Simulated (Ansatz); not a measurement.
# What ScAlSe3 (model cell, started as cubic perovskite with Al in the octahedra) distorts into, part 2 of 3

Which phase does ScAlSe3 (model cell, started as cubic perovskite with Al in the octahedra) fall into along its unstable mode, and how much energy does it gain?

Ansatz 0.2.0; DFT PBE, scalar-relativistic, plane waves, PAW; PAW set soft_1.

So far, highest frequency on the path or at a solved wavevector (cm⁻¹): step 2 (phonons on a q mesh) 337. Also lowest frequency on the path (cm⁻¹): step 2 -187.

The structure was built from a prototype and need not be the compound's stable phase.

### 5. Energy along the mode, all amplitudes (two of the runs are shown above)

An imaginary frequency means negative curvature, so the energy should fall and then rise again as anharmonic terms take over.

This step gave:

```
depth at the lowest point sampled  : 154.6 meV/atom
largest atomic shift at that point : 0.6 Å
```

Table of energy from the parent by largest atomic shift:

```csv
largest atomic shift (Å),energy from the parent (meV/atom)
0.000,0
0.040,-1.04
0.080,-4.17
0.140,-12.6
0.220,-30.2
0.320,-60.0
0.450,-105
0.600,-155
```

Displacement at unit largest shift by atom:

| atom | x (Å) | y (Å) | z (Å) | size |
| --- | --- | --- | --- | --- |
| Sc1 | 0.577 | -0.577 | -0.577 | 0.999 |
| Sc2 | -0.577 | 0.577 | 0.577 | 0.999 |
| Al3 | 0.000 | 0.000 | 0.000 | 0.000 |
| Al4 | 0.000 | 0.000 | 0.000 | 0.000 |
| Se5 | 0.143 | -0.143 | 0.000 | 0.202 |
| Se6 | -0.143 | 0.143 | 0.000 | 0.202 |
| Se7 | 0.143 | 0.000 | -0.143 | 0.202 |
| Se8 | -0.143 | 0.000 | 0.143 | 0.202 |
| Se9 | 0.000 | 0.143 | 0.143 | 0.202 |
| Se10 | 0.000 | -0.143 | -0.143 | 0.202 |

The lowest of the steps tried is the last one, at 0.6 Å, 155 meV/atom below the parent; the bottom of the well need not coincide with a step.

### 6. Relaxing from the distorted cell

Starting from the lowest point found, all atoms and the cell are let go, so that strain and other modes of the same symmetry can join in.

input.yaml

```yaml
crystal:
  lattice:
    - [4.8618479548, 4.8618479548, 0.0]
    - [4.8618479548, 0.0, 4.8618479548]
    - [4.8618479548, 0.0, -4.8618479548]
  atoms:
    - { symbol: Sc, position: [-0.0712507188, 0.0356253594, 0.1068760782] }
    - { symbol: Sc, position: [0.0712507188, 0.4643746406, 0.3931239218] }
    - { symbol: Al, position: [0.5, 0.25, 0.75] }
    - { symbol: Al, position: [0.5, 0.75, 0.25] }
    - { symbol: Se, position: [0.4823129764, 0.0176870236, 0.0176870236] }
    - { symbol: Se, position: [0.5176870236, 0.4823129764, 0.4823129764] }
    - { symbol: Se, position: [0.0, 0.5, 0.0176870236] }
    - { symbol: Se, position: [0.0, 0.0, 0.4823129764] }
    - { symbol: Se, position: [0.5176870236, 0.0, 0.4823129764] }
    - { symbol: Se, position: [0.4823129764, 0.5, 0.0176870236] }
kpoints:
  mp_grid: { grid: [8, 8, 8] }
hamiltonian:
  xc: pbe
  pseudopotentials: { kind: paw, azcp: { folder: soft_1 } }
scf:
  occupations: { method: methfessel_paxton, width: 0.2 }
output:
  forces: true
  stress: true
  eigenvalues: true
  write_density: true
  write_potential: true
  elf: true
  volumetric_format: npy
relax:
  adjacent_minimum: "off"
  f_tol: 0.002
  max_steps: 120
  cell: { stress_tol: 0.03 }
```

Command:

```bash
$ ansatz run input.yaml --threads 4 --pin off --max-ram 16384MiB --backend cpu --events-out ev --progress --plain --runs-dir out
```

Numbers of over 12 decimals in the logs are rounded to 6 here.

The program printed:

```text
[...]
Crystal: 10 atoms, lattice volume = 229.844 Å³
Basis set: ecut = 420 eV, 4573 PW (Γ), exchange–correlation on 96×96×96 points (8 copies of the dense FFT grid, shifted against one another)
Bands: 75, of which v1, the nominal top of the filled ones, is band 62 counted from 1 (61 counted from 0)
Symmetry: 12 space group operations
[...]
k-points: 65 of 512
[...]
SCF iter   1: F=—  HF=-38171.281164 eV  |F-HF|=—  |Δ(HF+E_count)|=         —  Δρ=1.06e-1  dr2=5.78e1  ethr=3.10e-3  ⟨swp⟩=7.0  Hψ=18365  notcnv=0
[...]
SCF iter  11: F=-38167.392657 eV  HF=-38167.392657 eV  |F-HF|=3.73e-9  |Δ(HF+E_count)|=   1.92e-7  S|Δr|=    0.00e0  Δρ=3.47e-6  dr2=3.97e-8  ethr=8.06e-11  ⟨swp⟩=12.2  Hψ=31855  notcnv=0
SCF 1 converged in 11 iterations: F = -38167.392657 eV  dr2 = 3.97e-8
[...]
relax step   1: F+E_penalty+E_count = -38167.39265651 eV  Δ(F+E_penalty+E_count) = +0.000e0 eV  max|allowed force component| = 7.124e-1 eV/Å  Δτ_max = 0.0000 Å  P = +2.656 GPa  Ω = 229.844 Å³  (11 SCF iters, dr2 threshold 1.00e-7 eV, accepted)
Crystal: 10 atoms, lattice volume = 239.119 Å³
Basis set: ecut = 420 eV, 4699 PW (Γ), exchange–correlation on 96×96×96 points (8 copies of the dense FFT grid, shifted against one another)
[...]
SCF iter   8: F=-38168.096902 eV  HF=-38168.096902 eV  |F-HF|=3.51e-8  |Δ(HF+E_count)|=   3.51e-7  S|Δr|=    0.00e0  Δρ=5.47e-6  dr2=7.71e-8  ethr=8.06e-10  ⟨swp⟩=12.4  Hψ=42814  notcnv=0
SCF 2 converged in 8 iterations: F = -38168.096902 eV  dr2 = 7.71e-8
  Residual-converged pass: ⟨swp⟩=1.0  Hψ=5135  notcnv=0  max |occ|·‖R‖ = 7.0e-9 eV (tolerance 1.0e-8 eV)  dr2=7.71e-8  dr2_onsite=1.14e-8  max |Δocc| = 1.8e-11
[...]
relax step   2: F+E_penalty+E_count = -38168.09690245 eV  Δ(F+E_penalty+E_count) = -7.042e-1 eV  max|allowed force component| = 5.039e-1 eV/Å  Δτ_max = 0.1948 Å  P = +1.989 GPa  Ω = 239.119 Å³  energy of the carried Pulay correction = -6.430e-4 eV  (8 SCF iters, dr2 threshold 1.00e-6 eV, accepted)
Crystal: 10 atoms, lattice volume = 249.391 Å³
Basis set: ecut = 420 eV, 4869 PW (Γ), exchange–correlation on 96×96×96 points (8 copies of the dense FFT grid, shifted against one another)
[...]
SCF iter   8: F=-38168.513078 eV  HF=-38168.513078 eV  |F-HF|=9.16e-8  |Δ(HF+E_count)|=   1.07e-6  S|Δr|=    0.00e0  Δρ=5.93e-6  dr2=7.07e-8  ethr=8.06e-10  ⟨swp⟩=14.8  Hψ=48126  notcnv=0
SCF 3 converged in 8 iterations: F = -38168.513078 eV  dr2 = 7.07e-8
[...]
relax step   3: F+E_penalty+E_count = -38168.51307760 eV  Δ(F+E_penalty+E_count) = -4.162e-1 eV  max|allowed force component| = 1.744e-1 eV/Å  Δτ_max = 0.1988 Å  P = +1.639 GPa  Ω = 249.391 Å³  energy of the carried Pulay correction = -1.326e-3 eV  (8 SCF iters, dr2 threshold 1.00e-6 eV, accepted)
[...]
relax step   4: F+E_penalty+E_count = -38168.70291828 eV  Δ(F+E_penalty+E_count) = -1.898e-1 eV  max|allowed force component| = 2.238e-1 eV/Å  Δτ_max = 0.1937 Å  P = -0.471 GPa  Ω = 262.781 Å³  energy of the carried Pulay correction = -2.174e-3 eV  (8 SCF iters, dr2 threshold 1.00e-6 eV, accepted)
[...]
relax step   5: F+E_penalty+E_count = -38168.71935871 eV  Δ(F+E_penalty+E_count) = -1.644e-2 eV  max|allowed force component| = 2.146e-1 eV/Å  Δτ_max = 0.1232 Å  P = +0.739 GPa  Ω = 265.823 Å³  energy of the carried Pulay correction = -2.361e-3 eV  (7 SCF iters, dr2 threshold 1.00e-6 eV, accepted)
[...]
relax step   6: F+E_penalty+E_count = -38168.73648608 eV  Δ(F+E_penalty+E_count) = -1.713e-2 eV  max|allowed force component| = 7.217e-2 eV/Å  Δτ_max = 0.0495 Å  P = -0.172 GPa  Ω = 266.284 Å³  energy of the carried Pulay correction = -2.389e-3 eV  (7 SCF iters, dr2 threshold 1.00e-6 eV, accepted)
[...]
relax step   7: F+E_penalty+E_count = -38168.73848772 eV  Δ(F+E_penalty+E_count) = -2.002e-3 eV  max|allowed force component| = 1.663e-3 eV/Å  Δτ_max = 0.0055 Å  P = -0.011 GPa  Ω = 265.853 Å³  energy of the carried Pulay correction = -2.362e-3 eV  (5 SCF iters, dr2 threshold 3.26e-7 eV, accepted)
[...]
relax step   8: F+E_penalty+E_count = -38168.74416831 eV  Δ(F+E_penalty+E_count) = -5.681e-3 eV  max|allowed force component| = 1.368e-3 eV/Å  Δτ_max = 0.0000 Å  P = +0.019 GPa  Ω = 265.853 Å³  stress off target by 4.01e-2 GPa  SCF on the basis re-selected at this cell (its energy is not comparable with the rows above)  (9 SCF iters)
[...]
relax step   9: F+E_penalty+E_count = -38168.74418538 eV  Δ(F+E_penalty+E_count) = -1.708e-5 eV  max|allowed force component| = 4.921e-4 eV/Å  Δτ_max = 0.0022 Å  P = +0.004 GPa  Ω = 266.002 Å³  energy of the carried Pulay correction = -8.904e-6 eV  (7 SCF iters, dr2 threshold 4.03e-9 eV, accepted)
[...]
SCF iter   8: F=-38168.744193 eV  HF=-38168.744193 eV  |F-HF|=0.00e0  |Δ(HF+E_count)|=  2.91e-11  S|Δr|=    0.00e0  Δρ=3.39e-8  dr2=5.58e-12  ethr=1.00e-12  ⟨swp⟩=5.2  Hψ=20787  notcnv=0
SCF 10 converged in 8 iterations: F = -38168.744193 eV  dr2 = 5.58e-12
relax step  10: F+E_penalty+E_count = -38168.74419318 eV  Δ(F+E_penalty+E_count) = -7.794e-6 eV  max|allowed force component| = 4.878e-4 eV/Å  Δτ_max = 0.0000 Å  P = +0.004 GPa  Ω = 266.002 Å³  stress off target by 8.37e-3 GPa  SCF on the basis re-selected at this cell (its energy is not comparable with the rows above)  (8 SCF iters)
[...]
SCF converged after 8 iterations
[...]
Free energy (F): -38168.744193 eV
[...]
Internal energy: -38168.746586 eV  (E = F + TS)
E sigma→0 (E₀):  -38168.744791 eV
Entropy (-TS):   0.002393 eV (0.239 meV/atom)
Fermi energy:    6.371697 eV
[...]
--- Forces (eV/Å), atoms counted from 1 ---
  atom   1  Sc    -0.00032065     0.00032065     0.00032065
  atom   2  Sc     0.00032065    -0.00032065    -0.00032065
  atom   3  Al     0.00000000     0.00000000     0.00000000
  atom   4  Al    -0.00000000    -0.00000000     0.00000000
  atom   5  Se    -0.00010383     0.00010383    -0.00048781
  atom   6  Se     0.00010383    -0.00010383     0.00048781
  atom   7  Se    -0.00010383    -0.00048781     0.00010383
  atom   8  Se     0.00010383     0.00048781    -0.00010383
  atom   9  Se    -0.00048781    -0.00010383    -0.00010383
  atom  10  Se     0.00048781     0.00010383     0.00010383
  max |Σ_I F_I| component: 6.68e-18 eV/Å
--- Stress (GPa, compression-positive) ---
        0.004458      -0.001956      -0.001956
       -0.001956       0.004458       0.001956
       -0.001956       0.001956       0.004458
  P = ⅓ Tr σ = 0.0045 GPa (0.045 kbar)
--- Band table (eV; the first three rows and the last of 65) ---
  k-point 0: bands = [... 58 lower, 5.3822, 5.6183, 5.6183, 5.7073, 6.8083, 7.3011, 7.5254, 7.5254, ... 9 higher]
  k-point 1: bands = [... 58 lower, 5.3863, 5.5959, 5.5959, 5.7363, 6.7634, 7.4069, 7.5085, 7.5085, ... 9 higher]
  k-point 2: bands = [... 58 lower, 5.5506, 5.5506, 5.7585, 5.8180, 6.6441, 7.4890, 7.4890, 7.5165, ... 9 higher]
  k-point 64: bands = [... 58 lower, 4.9604, 5.1943, 5.2143, 5.8012, 7.5090, 7.7176, 7.7562, 8.0738, ... 9 higher]
--- Relaxed structure (8 steps of the walk, 8 accepted, 2 SCFs on fresh bases) ---
  F+E_penalty+E_count = -38168.74419318 eV   max|allowed force component| = 4.878e-4 eV/Å   (the final SCF, on the basis selected at the relaxed cell)
  cell:  # Å, volume = 266.0022 Å³
    - [4.959185, 4.959185, 0.0]
    - [4.959185, -2.7755575615628914e-17, 4.959185]
    - [5.258378, -0.299193, -5.258378]
  atoms:
    - { symbol: Sc, position: [-0.149875, 0.074937, 0.224812] }
    - { symbol: Sc, position: [0.149875, 0.425063, 0.275188] }
    - { symbol: Al, position: [0.500000, 0.250000, 0.75] }
    - { symbol: Al, position: [0.500000, 0.750000, 0.250000] }
    - { symbol: Se, position: [0.489605, 0.00975464, 0.011036] }
    - { symbol: Se, position: [0.510395, 0.490245, 0.488964] }
    - { symbol: Se, position: [-0.00128097, 0.500640, 0.011036] }
    - { symbol: Se, position: [0.00128097, -0.000640484, 0.488964] }
    - { symbol: Se, position: [0.510395, -0.000640484, 0.488964] }
    - { symbol: Se, position: [0.489605, 0.500640, 0.011036] }
```

The job ended after 3.4 min (4 threads of Arm Neoverse V2, shared host; peak memory 1.4 GiB).

Step by step:

```
step  energy less that of the first step (eV)  largest force component (eV/Å)  pressure (GPa)  volume (Å³)
   1                                   0.0000                          0.7124            2.66       229.84
   2                                  -0.7042                          0.5039            1.99       239.12
   3                                  -1.1204                          0.1744            1.64       249.39
   4                                  -1.3103                          0.2238           -0.47       262.78
   5                                  -1.3267                          0.2146            0.74       265.82
   6                                  -1.3438                          0.0722           -0.17       266.28
   7                                  -1.3458                          0.0017           -0.01       265.85
  8*                                  -1.3515                          0.0014            0.02       265.85
   9                                  -1.3515                          0.0005            0.00       266.00
 10*                                  -1.3515                          0.0005            0.00       266.00
```

Relaxation steps marked * repeat the geometry before them on a plane-wave basis chosen anew for their cell, so energy and pressure can jump there.

Forces are held to the 12 operations that the run works with; a distortion that breaks them can't arise in this run.

```csv
"conventional cell, symmetrised",before,after,change
a (Å),6.876,7.013,+2.0 %
b (Å),6.876,7.013,+2.0 %
c (Å),16.842,18.734,+11.2 %
volume (Å³/atom),22.98,26.60,+15.7 %
```

The atoms that moved most (Å, as changes of fractional coordinates times the final cell):

```csv
atom,dx,dy,dz,length
Sc1,0.425,-0.425,-0.425,0.736
Sc2,-0.425,0.425,0.425,0.736
Se5,-0.038,0.038,-0.004,0.054
Se9,-0.004,-0.038,-0.038,0.054
Se7,-0.038,-0.004,0.038,0.054
Se6,0.038,-0.038,0.004,0.054
Se8,0.038,0.004,-0.038,0.054
Se10,0.004,0.038,0.038,0.054
```

This step gave:

* pressure: 0.004458 GPa
* volume per atom: 26.60 Å³

Electrostatic potential energy in the ac plane of the conventional cell at fractional y = 0.000, with atoms of Sc and Al and Se within 0.2 Å of it. With pseudopotentials it is smooth inside the atoms' cores, unlike the true potential.

Ten even steps from '_' (-19 eV) to '@' (11 eV), each cell a mean:
```
++====##%%@@@@@@@@@@@@@@@@@@@@%%%%**--++
####%%%%######%%@@@@@@@@@@%%######%%%%##
@@@@@@@@%%%%%%@@@@@@@@@@@@%%%%%%%%@@@@@@
@@@@@@@@@@@@@@@@@@@@@@@@@@@@@@@@@@@@@@@@
@@@@@@@@@@@@@@@@%%######@@@@@@@@@@@@@@@@
%%%%%%@@@@@@@@**--**##====%%@@@@@@@@%%%%
::==**##%%@@@@**--****====%%@@@@%%##++--
____..**%%@@@@@@%%######%%@@@@%%##==____
__..==##%%%%@@@@@@@@@@@@@@@@@@%%%%**::..
##%%%%##****##%%@@@@@@@@@@%%##**##%%%%##
++**########%%@@@@@@@@@@@@%%%%########**
##==--##%%@@@@@@@@@@@@@@@@@@@@@@%%++--**
++--==##%%@@@@@@@@@@@@@@@@@@@@@@%%**--++
####%%######%%@@@@@@@@@@@@%%##**##%%####
**##%%######%%@@@@@@@@@@@@%%######%%##**
____--##%%@@@@@@@@@@@@@@@@@@@@%%%%++..__
____::**%%@@@@%%##++++**%%@@@@%%##==____
==++##%%@@@@%%++--##%%++--##@@@@%%##**==
%%%%@@@@@@@@@@##--++++==++%%@@@@@@@@%%%%
@@@@@@@@@@@@@@@@@@%%%%%%@@@@@@@@@@@@@@@@
@@@@@@@@@@@@@@@@@@@@@@@@@@@@@@@@@@@@@@@@
@@@@@@%%####%%@@@@@@@@@@@@%%####%%@@@@@@
****##%%####%%@@@@@@@@@@@@%%######%%##**
##==--##%%@@@@@@@@@@@@@@@@@@@@@@%%++--**
```
Columns run along a (7.0 Å; values clipped at the 3rd and 97th percentile), rows up along c (18.7 Å), edges of the conventional cell, whose origin can differ from the input's. Atoms in or near the plane, at fractional coordinates: Sc at (0.00, 0.68), Sc at (0.00, 0.32), Al at (0.00, 0.50), Al at (0.00, 0.00), Se at (0.50, 0.75), Se at (0.50, 0.25).

Valence density in the ac plane of the conventional cell at fractional y = 0.000, with atoms of Sc and Al and Se within 0.2 Å of it. It is the smooth field of the valence electrons, not physical close to the nuclei.

Values in e/Å³, 13 rows by 16 columns, each cell a mean:
```
 0  0  0  0  0  0  0  0  0  0  0  0  0  0  0  0
 0  0  0  0  0  0  0  0  0  0  0  0  0  0  0  0
 0  0  0  0  0  0  0  1  1  0  0  0  0  0  0  0
 2  1  0  0  0  0  1 10 16  2  0  0  0  0  0  1
 4  2  0  0  0  0  0  0  0  0  0  0  0  0  1  3
 0  0  0  0  0  0  0  0  0  0  0  0  0  0  0  0
 0  0  0  0  0  0  0  0  0  0  0  0  0  0  0  0
 0  0  0  0  0  0  0  0  0  0  0  0  0  0  0  0
 5  2  0  0  0  0  0  0  0  0  0  0  0  0  1  4
 1  0  0  0  0  0  1 10 17  2  0  0  0  0  0  1
 0  0  0  0  0  0  0  0  1  0  0  0  0  0  0  0
 0  0  0  0  0  0  0  0  0  0  0  0  0  0  0  0
 0  0  0  0  0  0  0  0  0  0  0  0  0  0  0  0
```
Columns run along a (7.0 Å), rows up along c (18.7 Å), edges of the conventional cell, whose origin can differ from the input's. Atoms in or near the plane, at fractional coordinates: Sc at (0.00, 0.68), Sc at (0.00, 0.32), Al at (0.00, 0.50), Al at (0.00, 0.00), Se at (0.50, 0.75), Se at (0.50, 0.25).

ELF in the ac plane of the conventional cell at fractional y = 0.000, with atoms of Sc and Al and Se within 0.2 Å of it. It is the smooth field of the valence electrons, not physical close to the nuclei.

Values, 13 rows by 16 columns, each cell a mean:
```
0.19 0.36 0.54 0.56 0.56 0.56 0.44 0.19 0.14 0.35 0.53 0.57 0.56 0.56 0.45 0.23
0.05 0.15 0.41 0.62 0.65 0.56 0.36 0.12 0.08 0.26 0.50 0.63 0.65 0.51 0.23 0.06
0.00 0.01 0.03 0.07 0.20 0.40 0.56 0.62 0.62 0.59 0.47 0.28 0.11 0.04 0.01 0.00
0.31 0.29 0.09 0.13 0.41 0.68 0.73 0.52 0.44 0.68 0.73 0.53 0.22 0.06 0.21 0.32
0.33 0.43 0.31 0.43 0.45 0.36 0.28 0.25 0.25 0.26 0.32 0.42 0.46 0.33 0.38 0.39
0.22 0.36 0.57 0.69 0.74 0.74 0.56 0.19 0.10 0.42 0.71 0.75 0.71 0.62 0.45 0.26
0.14 0.27 0.45 0.38 0.31 0.25 0.15 0.04 0.02 0.10 0.22 0.29 0.35 0.44 0.37 0.15
0.20 0.34 0.57 0.70 0.76 0.76 0.58 0.19 0.11 0.43 0.72 0.77 0.73 0.64 0.42 0.23
0.38 0.48 0.27 0.35 0.38 0.32 0.30 0.31 0.32 0.30 0.30 0.36 0.38 0.26 0.41 0.45
0.26 0.21 0.07 0.14 0.46 0.73 0.75 0.51 0.42 0.69 0.76 0.58 0.24 0.06 0.15 0.25
0.00 0.01 0.04 0.09 0.17 0.33 0.47 0.56 0.57 0.52 0.39 0.22 0.11 0.06 0.02 0.01
0.06 0.17 0.46 0.68 0.72 0.64 0.42 0.14 0.08 0.30 0.58 0.70 0.70 0.56 0.27 0.09
0.21 0.34 0.51 0.50 0.49 0.48 0.38 0.18 0.13 0.30 0.46 0.49 0.49 0.51 0.43 0.22
```
Columns run along a (7.0 Å), rows up along c (18.7 Å), edges of the conventional cell, whose origin can differ from the input's. Atoms in or near the plane, at fractional coordinates: Sc at (0.00, 0.68), Sc at (0.00, 0.32), Al at (0.00, 0.50), Al at (0.00, 0.00), Se at (0.50, 0.75), Se at (0.50, 0.25).

The distorted start has space group R-3m; the relaxation ends in R-3m.

### 7. The new phase in its own primitive cell

The relaxed structure is symmetrised, reduced to its primitive cell and relaxed tightly, as its phonons need.

input.yaml

```yaml
crystal:
  lattice:
    - [3.5066734299, 2.0245788487, 6.2445909814]
    - [-3.5066734299, 2.0245788487, 6.2445909814]
    - [0.0, -4.0491576974, 6.2445909814]
  atoms:
    - { symbol: Sc, position: [0.6750627044, 0.6750627044, 0.6750627044] }
    - { symbol: Sc, position: [0.3249372956, 0.3249372956, 0.3249372956] }
    - { symbol: Al, position: [0.5, 0.5, 0.5] }
    - { symbol: Al, position: [0.0, 0.0, 0.0] }
    - { symbol: Se, position: [0.2493595158, 0.7402453565, 0.2493595158] }
    - { symbol: Se, position: [0.7506404842, 0.2597546435, 0.7506404842] }
    - { symbol: Se, position: [0.2493595158, 0.2493595158, 0.7402453565] }
    - { symbol: Se, position: [0.7506404842, 0.7506404842, 0.2597546435] }
    - { symbol: Se, position: [0.2597546435, 0.7506404842, 0.7506404842] }
    - { symbol: Se, position: [0.7402453565, 0.2493595158, 0.2493595158] }
kpoints:
  mp_grid: { grid: [6, 6, 6] }
hamiltonian:
  xc: pbe
  pseudopotentials: { kind: paw, azcp: { folder: soft_1 } }
scf:
  occupations: { method: methfessel_paxton, width: 0.2 }
output:
  forces: true
  stress: true
  eigenvalues: true
relax:
  adjacent_minimum: "off"
  f_tol: 0.001
  max_steps: 60
  cell: { stress_tol: 0.01 }
```

The program printed:

```text
[...]
Crystal: 10 atoms, lattice volume = 266.002 Å³
Basis set: ecut = 420 eV, 5193 PW (Γ), exchange–correlation on 100×100×100 points (8 copies of the dense FFT grid, shifted against one another)
Bands: 75, of which v1, the nominal top of the filled ones, is band 62 counted from 1 (61 counted from 0)
Symmetry: 12 space group operations
[...]
k-points: 32 of 216
[...]
- { symbol: Al, position: [0.500000, 0.500000, 0.500000] }
    - { symbol: Al, position: [0, 0, 0] }
    - { symbol: Se, position: [0.249377, 0.740009, 0.249377] }
    - { symbol: Se, position: [0.750623, 0.259991, 0.750623] }
    - { symbol: Se, position: [0.249377, 0.249377, 0.740009] }
    - { symbol: Se, position: [0.750623, 0.750623, 0.259991] }
    - { symbol: Se, position: [0.259991, 0.750623, 0.750623] }
    - { symbol: Se, position: [0.740009, 0.249377, 0.249377] }
[key lines of the parts left out:]
SCF converged after 7 iterations
Free energy (F): -38168.742639 eV
Fermi energy:    6.392081 eV
P = ⅓ Tr σ = -0.0031 GPa (-0.031 kbar)
```

Run time: 48 s. Hardware: 4 threads; peak memory 1.1 GiB; 3.1 min of CPU time.

Little changed from the start: no atom moved by 0.005 Å and no cell edge by 0.1 %.

Numbers from this step:

| Quantity | Value |
| --- | --- |
| pressure | -0.003146 GPa |
| volume per atom | 26.59 Å³ |
| gap on the k-mesh | 0.05633 eV |
| direct gap on mesh | 0.1226 eV |

The largest force component left is 0.33 meV/Å and the pressure is -0.003 GPa, within the tolerances set. The cell now holds 26.59 Å³/atom.

(Continued in part 3 of 3.)

[Logs are printed without paths, hosts, clocks, repeated set-up lines and the standing remarks that a program may print on its own settings, such as how far it seeks lower states.]

[Hosts, paths, dates, database ids (printed as entryN), source tags and the programs' standing remarks are cut or masked in the printed files.]
